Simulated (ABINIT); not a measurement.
**InP (F-43m): G0W0 with ABINIT, start to end**

It takes space group F-43m (No. 216, cubic). Conventional cell: a = 5.861 Å, b = 5.861 Å, c = 5.861 Å, α = 90.00°, β = 90.00°, γ = 90.00°. In has 4 P at 2.54 Å nearest. P has 4 In at 2.54 Å nearest. Farther neighbours, and contacts between anions beyond the nearest, are not listed.

```xyz
2
Lattice="0.0000 2.9305 2.9305 2.9305 0.0000 2.9305 2.9305 2.9305 0.0000" Properties=species:S:1:pos:R:3 pbc="T T T"
In    0.0000    0.0000    0.0000
P     1.4652    1.4652    1.4653
```

* method: RPA screening on PBE, plane waves, norm-conserving pseudopotentials (and 2 further levels or steps)
* program: ABINIT 10.8.3
* settings: cutoff 33 Ha, PseudoDojo scalar-relativistic 0.4 stringent, norm-conserving, potential set dojo-sr-pbe-0.4-stringent, ngkpt (4, 4, 4), nband 94, ecuteps 5 Ha, inclvkb 2, shiftk (0, 0, 0), symchi 1, awtr 1, frequency ppm, 4×4×4 k-mesh
* cost: 5 runs, 39 s in all on 8 MPI ranks of INTEL XEON PLATINUM 8581C at 2.30GHz (Emerald Rapids), shared host
* notes: The database entry behind the starting cell differs from other determinations of this structure. The cell and positions come from the Crystallography Open Database and are kept as given unless a step says otherwise. Limits: mesh may overstate the screening; no spin-orbit coupling. The 4×4×4 mesh is coarse for this cell, which bears on the long-range parts of exchange and screening. The RPA ε∞ on this mesh reaches over 25; with a narrow direct gap a coarse mesh can overstate it, and the correction is then too small.
* PBE gap: 0.71 eV, direct
* G0W0 gap on the mesh: 1.37 eV
* GW settings: 4×4×4 mesh, 94 bands, screening to 136.1 eV, Godby-Needs plasmon pole
* known limits: short of the basis limit; mesh may overstate the screening; no spin-orbit coupling; coarse k mesh

G0W0 moves the gap on the mesh from 0.71 eV to 1.37 eV (+0.66 eV), with Z of 0.78 and 0.79 at the edges. Local fields lower the RPA ε∞ on this mesh from 46.93 to 44.44; a Γ-centred mesh this coarse tends to raise both, most where the direct gap is narrow, while a short band sum lowers them.

[Long decimals in the printed logs are rounded to 6 places.]

[Logs are printed without paths, hosts, clocks, repeated set-up lines and the standing remarks that a program may print on its own settings, such as how far it seeks lower states.]

[Paths, hosts, dates, memory and timing lines, banners, echoed tables and standing remarks are left out of the program output; an Ansatz launch command may be rebuilt from the run's recorded settings. Measured values are a selection of at most five: reports struck by readers or far from the other reports are left out. None is set beside runs whose start may be inverted or whose files or cutoffs have a known fault.]

[Runs of the session that timed out or met a known fault of the program may be left out.]

[Hosts, paths, dates, database ids (printed as entryN), source tags and the programs' standing remarks are cut or masked in the printed files.]

[G0W0 gaps are taken among the corrected bands and points alone; a level outside them can change the order at an edge.]

[Where Ansatz stands beside ABINIT at settings called matched, ABINIT's density can come from a denser mesh and the files from another edition; pairs whose starting gaps differed by over 0.03 eV were left out, so agreement reads better than it is.]
